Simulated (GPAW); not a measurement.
# ZnCu: optical spectrum from first principles

Aim: the dielectric function of ZnCu, and the optical constants that follow from it.

Main program and level: GPAW 26.7.0; DFT, RPBE, plane-wave PAW (GPAW data sets), scalar-relativistic, RPA, optical limit.

## Step 1: Set-up

Symmetry: Pm-3m, No. 221, cubic system. The conventional cell has a = 2.945 Å, b = 2.945 Å, c = 2.945 Å, α = 90.00°, β = 90.00°, γ = 90.00°. Zn has 8 Cu at 2.55 Å nearest. Cu has 8 Zn at 2.55 Å nearest. Farther neighbours are not listed.

## Step 2: Ground state

First the ground state: is it a metal or has it a gap?

This step: DFT, RPBE, plane-wave PAW (GPAW data sets), scalar-relativistic, ground state (GPAW 26.7.0).

File gs.py:

```python
from ase import Atoms
from ase.dft.bandgap import bandgap
from gpaw import GPAW, PW, FermiDirac

atoms = Atoms(['Zn', 'Cu'],
              cell=[[2.94500000, 0.00000000, 0.00000000],
                    [0.00000000, 2.94500000, 0.00000000],
                    [0.00000000, 0.00000000, 2.94500000]],
              scaled_positions=[[0.50000000, 0.50000000, 0.50000000],
                                [0.00000000, 0.00000000, 0.00000000]],
              pbc=[True, True, True])
atoms.calc = GPAW(mode=PW(450), xc='RPBE', kpts={'size': (8, 8, 8), 'gamma': True},
                  occupations=FermiDirac(0.05), maxiter=150, txt='gs.txt')
print('energy (eV)', atoms.get_potential_energy())
print('Fermi level (eV)', atoms.calc.get_fermi_level())
print('valence electrons', atoms.calc.get_number_of_electrons())
print('gap (eV)', bandgap(atoms.calc, output=None)[0])
print('direct gap (eV)', bandgap(atoms.calc, direct=True, output=None)[0])
atoms.calc.write('gs.gpw')
```

Started as:

```sh
$ OMP_NUM_THREADS=1 python gs.py
```

Numbers of over 12 decimals in the logs are rounded to 6 here.

What it wrote:

```text
__  _  _
 | _ |_)|_||  |
 |__||  | ||/\| - 26.7.0

Versions:
  Python: 3.12.14
  ASE:    3.29.0
  Numpy:  2.5.5
  Scipy:  1.18.1
  Libxc:  7.0.0

Input parameters:
  mode=PW(ecut=450.000000),
  kpts=MonkhorstPack(size=(8, 8, 8), gamma=True),
  maxiter=150,
  occupations=Occupations(name='fermi-dirac', width=0.05, fixmagmom=False),
  xc=XC(name='RPBE')

Diagonalizing LCAO Hamiltonian
Converting LCAO to pw mode
   .------.
  /|      |
 * |      |
 | | Zn   |
 | .------.
 |/      /
 Cu-----*

Atoms  # Å, Bohr magnetons
|   | symbol |        x |        y |        z |    initial magnetic moments |
| 0 |     Zn | 1.472500 | 1.472500 | 1.472500 | ( 0.0000,  0.0000,  0.0000) |
| 1 |     Cu | 0.000000 | 0.000000 | 0.000000 | ( 0.0000,  0.0000,  0.0000) |

Unit cell  # Å
| periodic |        x |        y |        z |  lengths |    angles |
|      yes | 2.945000 | 0.000000 | 0.000000 | 2.945000 | 90.000000 |
|      yes | 0.000000 | 2.945000 | 0.000000 | 2.945000 | 90.000000 |
|      yes | 0.000000 | 0.000000 | 2.945000 | 2.945000 | 90.000000 |

Number of symmetries: 48
Symmetry operations  # r_c * U_cc + t_c -> r_c
|    | kind |            matrix            |
|  0 |  E   |  1, 0, 0,  0, 1, 0,  0, 0, 1 |
|  1 |  σ   |  1, 0, 0,  0, 1, 0,  0, 0,-1 |
|  2 |  σ   |  1, 0, 0,  0, 0, 1,  0, 1, 0 |
|  3 |  C4  |  1, 0, 0,  0, 0, 1,  0,-1, 0 |
|  4 |  C4  |  1, 0, 0,  0, 0,-1,  0, 1, 0 |
|  5 |  σ   |  1, 0, 0,  0, 0,-1,  0,-1, 0 |
|  6 |  σ   |  1, 0, 0,  0,-1, 0,  0, 0, 1 |
|  7 |  C2  |  1, 0, 0,  0,-1, 0,  0, 0,-1 |
|  8 |  σ   |  0, 1, 0,  1, 0, 0,  0, 0, 1 |
|  9 |  C2  |  0, 1, 0,  1, 0, 0,  0, 0,-1 |
| 10 |  C3  |  0, 1, 0,  0, 0, 1,  1, 0, 0 |
| 11 |  S6  |  0, 1, 0,  0, 0, 1, -1, 0, 0 |
| 12 |  S6  |  0, 1, 0,  0, 0,-1,  1, 0, 0 |
| 13 |  C3  |  0, 1, 0,  0, 0,-1, -1, 0, 0 |
| 14 |  C4  |  0, 1, 0, -1, 0, 0,  0, 0, 1 |
| 15 |  S4  |  0, 1, 0, -1, 0, 0,  0, 0,-1 |
| 16 |  C3  |  0, 0, 1,  1, 0, 0,  0, 1, 0 |
| 17 |  S6  |  0, 0, 1,  1, 0, 0,  0,-1, 0 |
| 18 |  σ   |  0, 0, 1,  0, 1, 0,  1, 0, 0 |
| 19 |  C4  |  0, 0, 1,  0, 1, 0, -1, 0, 0 |
| 20 |  C2  |  0, 0, 1,  0,-1, 0,  1, 0, 0 |
| 21 |  S4  |  0, 0, 1,  0,-1, 0, -1, 0, 0 |
| 22 |  S6  |  0, 0, 1, -1, 0, 0,  0, 1, 0 |
| 23 |  C3  |  0, 0, 1, -1, 0, 0,  0,-1, 0 |
| 24 |  S6  |  0, 0,-1,  1, 0, 0,  0, 1, 0 |
| 25 |  C3  |  0, 0,-1,  1, 0, 0,  0,-1, 0 |
| 26 |  C4  |  0, 0,-1,  0, 1, 0,  1, 0, 0 |
| 27 |  σ   |  0, 0,-1,  0, 1, 0, -1, 0, 0 |
| 28 |  S4  |  0, 0,-1,  0,-1, 0,  1, 0, 0 |
| 29 |  C2  |  0, 0,-1,  0,-1, 0, -1, 0, 0 |
| 30 |  C3  |  0, 0,-1, -1, 0, 0,  0, 1, 0 |
| 31 |  S6  |  0, 0,-1, -1, 0, 0,  0,-1, 0 |
| 32 |  C4  |  0,-1, 0,  1, 0, 0,  0, 0, 1 |
| 33 |  S4  |  0,-1, 0,  1, 0, 0,  0, 0,-1 |
| 34 |  S6  |  0,-1, 0,  0, 0, 1,  1, 0, 0 |
| 35 |  C3  |  0,-1, 0,  0, 0, 1, -1, 0, 0 |
| 36 |  C3  |  0,-1, 0,  0, 0,-1,  1, 0, 0 |
| 37 |  S6  |  0,-1, 0,  0, 0,-1, -1, 0, 0 |
| 38 |  σ   |  0,-1, 0, -1, 0, 0,  0, 0, 1 |
| 39 |  C2  |  0,-1, 0, -1, 0, 0,  0, 0,-1 |
| 40 |  σ   | -1, 0, 0,  0, 1, 0,  0, 0, 1 |
| 41 |  C2  | -1, 0, 0,  0, 1, 0,  0, 0,-1 |
| 42 |  C2  | -1, 0, 0,  0, 0, 1,  0, 1, 0 |
| 43 |  S4  | -1, 0, 0,  0, 0, 1,  0,-1, 0 |
| 44 |  S4  | -1, 0, 0,  0, 0,-1,  0, 1, 0 |
| 45 |  C2  | -1, 0, 0,  0, 0,-1,  0,-1, 0 |
| 46 |  C2  | -1, 0, 0,  0,-1, 0,  0, 0, 1 |
| 47 |  i   | -1, 0, 0,  0,-1, 0,  0, 0,-1 |

BZ-sampling:
  Number of BZ points: 512
  Number of IBZ points: 35

  Monkhorst-Pack size: [8, 8, 8]
  Monkhorst-Pack shift: [0.0625, 0.0625, 0.0625]

K-points  # in reciprocal-cell coordinates
|     |                                coordinates |     weight |
|   0 | (  0.00000000,   0.00000000,   0.00000000) | 0.00195312 |
|   1 | (  0.12500000,   0.00000000,   0.00000000) | 0.01171875 |
|   2 | (  0.12500000,   0.12500000,   0.00000000) | 0.02343750 |
|   3 | (  0.12500000,   0.12500000,   0.12500000) | 0.01562500 |
|   4 | (  0.25000000,   0.00000000,   0.00000000) | 0.01171875 |
|   5 | (  0.25000000,   0.12500000,   0.00000000) | 0.04687500 |
|   6 | (  0.25000000,   0.12500000,   0.12500000) | 0.04687500 |
|   7 | (  0.25000000,   0.25000000,   0.00000000) | 0.02343750 |
|   8 | (  0.25000000,   0.25000000,   0.12500000) | 0.04687500 |
|   9 | (  0.25000000,   0.25000000,   0.25000000) | 0.01562500 |
| ... |                                            |            |
|  34 | (  0.50000000,   0.50000000,   0.50000000) | 0.00195312 |

Plane wave coefficients: 568
Cutoff: 450.000000 eV

Spin-components: 1 (collinear spins)
Bands:           18
Projectors:      12
Spin-degeneracy: 2
Datatype:        complex128

Parallelization:
  kpt:    1
  domain: 1
  band:   1

Density:
  Valence electrons: 23.0
  Components: 1
  Grid points: [15 15 15]
  Charge: 0.0  # |e|

Potential:
  Grid points: [15 15 15]

species:
  Zn:
    name:    Zinc
    id:
    Z:       30.0
    valence: 12
    core:    18
    charge:  0.0  # [|e|]
    compensation charges:
      type: gauss
      rc: 0.37  # [Å]
      lmax: 2
    cutoffs:
      filter: 2.14  # [Å]
      core: 2.28  # [Å]
    projectors
    | kind |    occ | energy [eV] | rcut [Å] |
    |   4s |  2.000 |      -5.882 |    1.286 |
    |   4p |  0.000 |      -1.115 |    1.270 |
    |   3d | 10.000 |     -10.078 |    1.180 |
    |    s |        |      21.329 |    1.286 |
    |    p |        |      26.096 |    1.270 |
    |    d |        |      17.133 |    1.180 |

    Using partial waves for Zn as LCAO basis

  Cu:
    name:    Copper
    id:
    Z:       29.0
    valence: 11
    core:    18
    charge:  0.0  # [|e|]
    compensation charges:
      type: gauss
      rc: 0.33  # [Å]
      lmax: 2
    cutoffs:
      filter: 2.06  # [Å]
      core: 2.43  # [Å]
    projectors
    | kind |    occ | energy [eV] | rcut [Å] |
    |   4s |  1.000 |      -4.495 |    1.164 |
    |   4p |  0.000 |      -0.718 |    1.164 |
    |   3d | 10.000 |      -4.953 |    1.058 |
    |    s |        |      22.716 |    1.164 |
    |    p |        |      26.494 |    1.164 |
    |    d |        |      22.259 |    1.058 |

    Using partial waves for Cu as LCAO basis

Reference energy: -93894.239951  # eV

eigensolver:
  PPCG
  Converge bands: occupied
  niter=2

density mixing:
  MSR1-Mixer
  Pratt-step length: 0.05
  Maximum mixing coefficient: 0.75
  Old densities: 10
  SVD Regularization: 0.005
  Good broyden scale: 1.0
  Trust region scale: 1.0
  Backstep threshold: 4.0
  History deletion threshold: 6.0
  Fourier metric: weight=20.0, sigma=0.015

occupation numbers:
  Fermi-Dirac:
    width: 0.0500  # eV

poisson solver:
  ecut: 3600.000000  # eV

xc functional:
  name: RPBE with 2 nearest neighbor stencil

convergence criteria:
- Maximum [total energy] change in last 3 cyles: 0.0005 eV / valence electron
- Maximum integral of absolute [dens]ity change: 0.0001 electrons / valence electron
- Maximum integral of absolute [eigenst]ate change: 4e-08 eV^2 / valence electron
maximum number of iterations: 150

SCF iterations
|iter     |      energy | eigst |  dens |
|iter:   1||   -5.164572 | +0.15 |       |
|iter:   2||   -4.663091 | -1.89 | -1.06 |
|iter:   3||   -4.118740 | -1.74 | -1.17 |
|iter:   4||   -4.096273 | -2.58 | -1.61 |
|iter:   5||   -4.093896 | -3.38 | -1.86 |
|iter:   6||   -4.094821c| -3.54 | -2.28 |
|iter:   7||   -4.094869c| -5.55 | -3.44 |
|iter:   8||   -4.094910c| -5.48 | -3.75 |
|iter:   9||   -4.094914c| -6.83 | -4.42c|
|iter:  10||   -4.094913c| -7.26 | -4.62c|
|iter:  11||   -4.094913c| -7.57c| -5.48c|

Converged in 11 steps
SCF loop duration: 5.186 s (0.471 s/step)
Energy contributions relative to reference atoms: (reference = -93894.239951)

Energy contributions:
  Kinetic:         -13.352233
  Coulomb:          12.703245
  Zero:              0.126727
  External:          0.000000
  Xc:               -3.570157
  Entropy:          -0.004990
  Spinorbit:         0.000000
  ----------------------------
  Free energy:      -4.097408
  Extrapolated:     -4.094913

dipole moment: (-6.394161, -6.394161, -6.394161)  # |e|*Ang

Fermi level: 7.786
Eigenvalues  # (at kpt = [0.000, 0.000, 0.000])
| band index |      eig [eV] | occ [0-2] |
|          0 |        -2.311 |     2.000 |
|        ... |               |           |
|          3 |         0.889 |     2.000 |
|          4 |         0.889 |     2.000 |
|          5 |         0.889 |     2.000 |
|          6 |         4.460 |     2.000 |
|          7 |         4.460 |     2.000 |
|          8 |         5.311 |     2.000 |
|          9 |         5.311 |     2.000 |
|         10 |         5.311 |     2.000 |
|         11 |        14.266 |     0.000 |
|         12 |        14.266 |     0.000 |
|         13 |        14.266 |     0.000 |
|         14 |        19.188 |     0.000 |
|         15 |        19.188 |     0.000 |
|         16 |        20.410 |     0.000 |
|         17 |        32.729 |     0.000 |

No gap
No difference between direct/indirect transitions

--- standard output ---
energy (eV) -4.094913
Fermi level (eV) 7.785965
valence electrons 23.0
gap (eV) 0.0
direct gap (eV) 0.0
```

It took 6.6 s on 1 thread of Arm Neoverse V2, shared host; peak memory 0.13 GiB.

Read-outs, printed or worked out from the files:

- energy: -4.095 eV
- Fermi energy: 7.786 eV
- electrons: 23

There are states at the Fermi level within the smearing, so the occupations stay smeared and the carriers get a Drude term.

## Step 3: Bands for the response

At the fixed density, many empty bands are solved on the mesh of the response, since the spectrum sums over them.

This step: DFT, RPBE, plane-wave PAW (GPAW data sets), scalar-relativistic, bands at fixed density (GPAW 26.7.0).

File nscf.py:

```python
from ase.dft.bandgap import bandgap
from gpaw import GPAW, FermiDirac

calc = GPAW('gs.gpw').fixed_density(kpts={'size': (14, 14, 14), 'gamma': True}, nbands=32, convergence={'bands': 26},
                                    occupations=FermiDirac(0.05), txt='nscf.txt')
print('gap (eV)', bandgap(calc, output=None)[0])
print('direct gap (eV)', bandgap(calc, direct=True, output=None)[0])
calc.write('full.gpw', mode='all')
```

Started as:

```sh
$ OMP_NUM_THREADS=1 python nscf.py
```

What it wrote:

```text
Diagonalizing LCAO Hamiltonian
Converting LCAO to pw mode
convergence criteria:
- Maximum integral of absolute [eigenst]ate change: 4e-08 eV^2 / valence electron
maximum number of iterations: 150

SCF iterations
|iter     |      energy | eigst |  dens |
|iter:   1||             | +2.58 |       |
|iter:   2||             | +0.79 |       |
|iter:   3||             | +0.27 |       |
|iter:   4||             | -1.84 |       |
|iter:   5||             | -2.65 |       |
|iter:   6||             | -3.75 |       |
|iter:   7||             | -4.51 |       |
|iter:   8||             | -5.26 |       |
|iter:   9||             | -6.01 |       |
|iter:  10||             | -6.70 |       |
|iter:  11||             | -7.32 |       |
|iter:  12||             | -7.87c|       |
SCF steps: 12
  __  _  _
 | _ |_)|_||  |
 |__||  | ||/\| - 26.7.0

Versions:
  Python: 3.12.14
  ASE:    3.29.0
  Numpy:  2.5.5
  Scipy:  1.18.1
  Libxc:  7.0.0

Input parameters:
  mode=PW(ecut=450.000000),
  convergence={'bands': 26},
  gpts=array([15, 15, 15]),
  kpts=MonkhorstPack(size=(14, 14, 14), gamma=True),
  maxiter=150,
  nbands=32,
  occupations=Occupations(name='fermi-dirac', width=0.05, fixmagmom=False),
  parallel={},
  xc=XC(name='RPBE')

--- standard output ---
gap (eV) 0.0
direct gap (eV) 0.0
```

Wall time 30 s (1 thread); peak memory 0.18 GiB.

(Part 1 of 2 ends here.)

[Machine, clock and banner lines and Python warnings are left out of the logs.]

[Logs are printed without paths, hosts, clocks, repeated set-up lines and the standing remarks that a program may print on its own settings, such as how far it seeks lower states.]

[Hosts, paths, dates, database ids (printed as entryN), source tags and the programs' standing remarks are cut or masked in the printed files.]
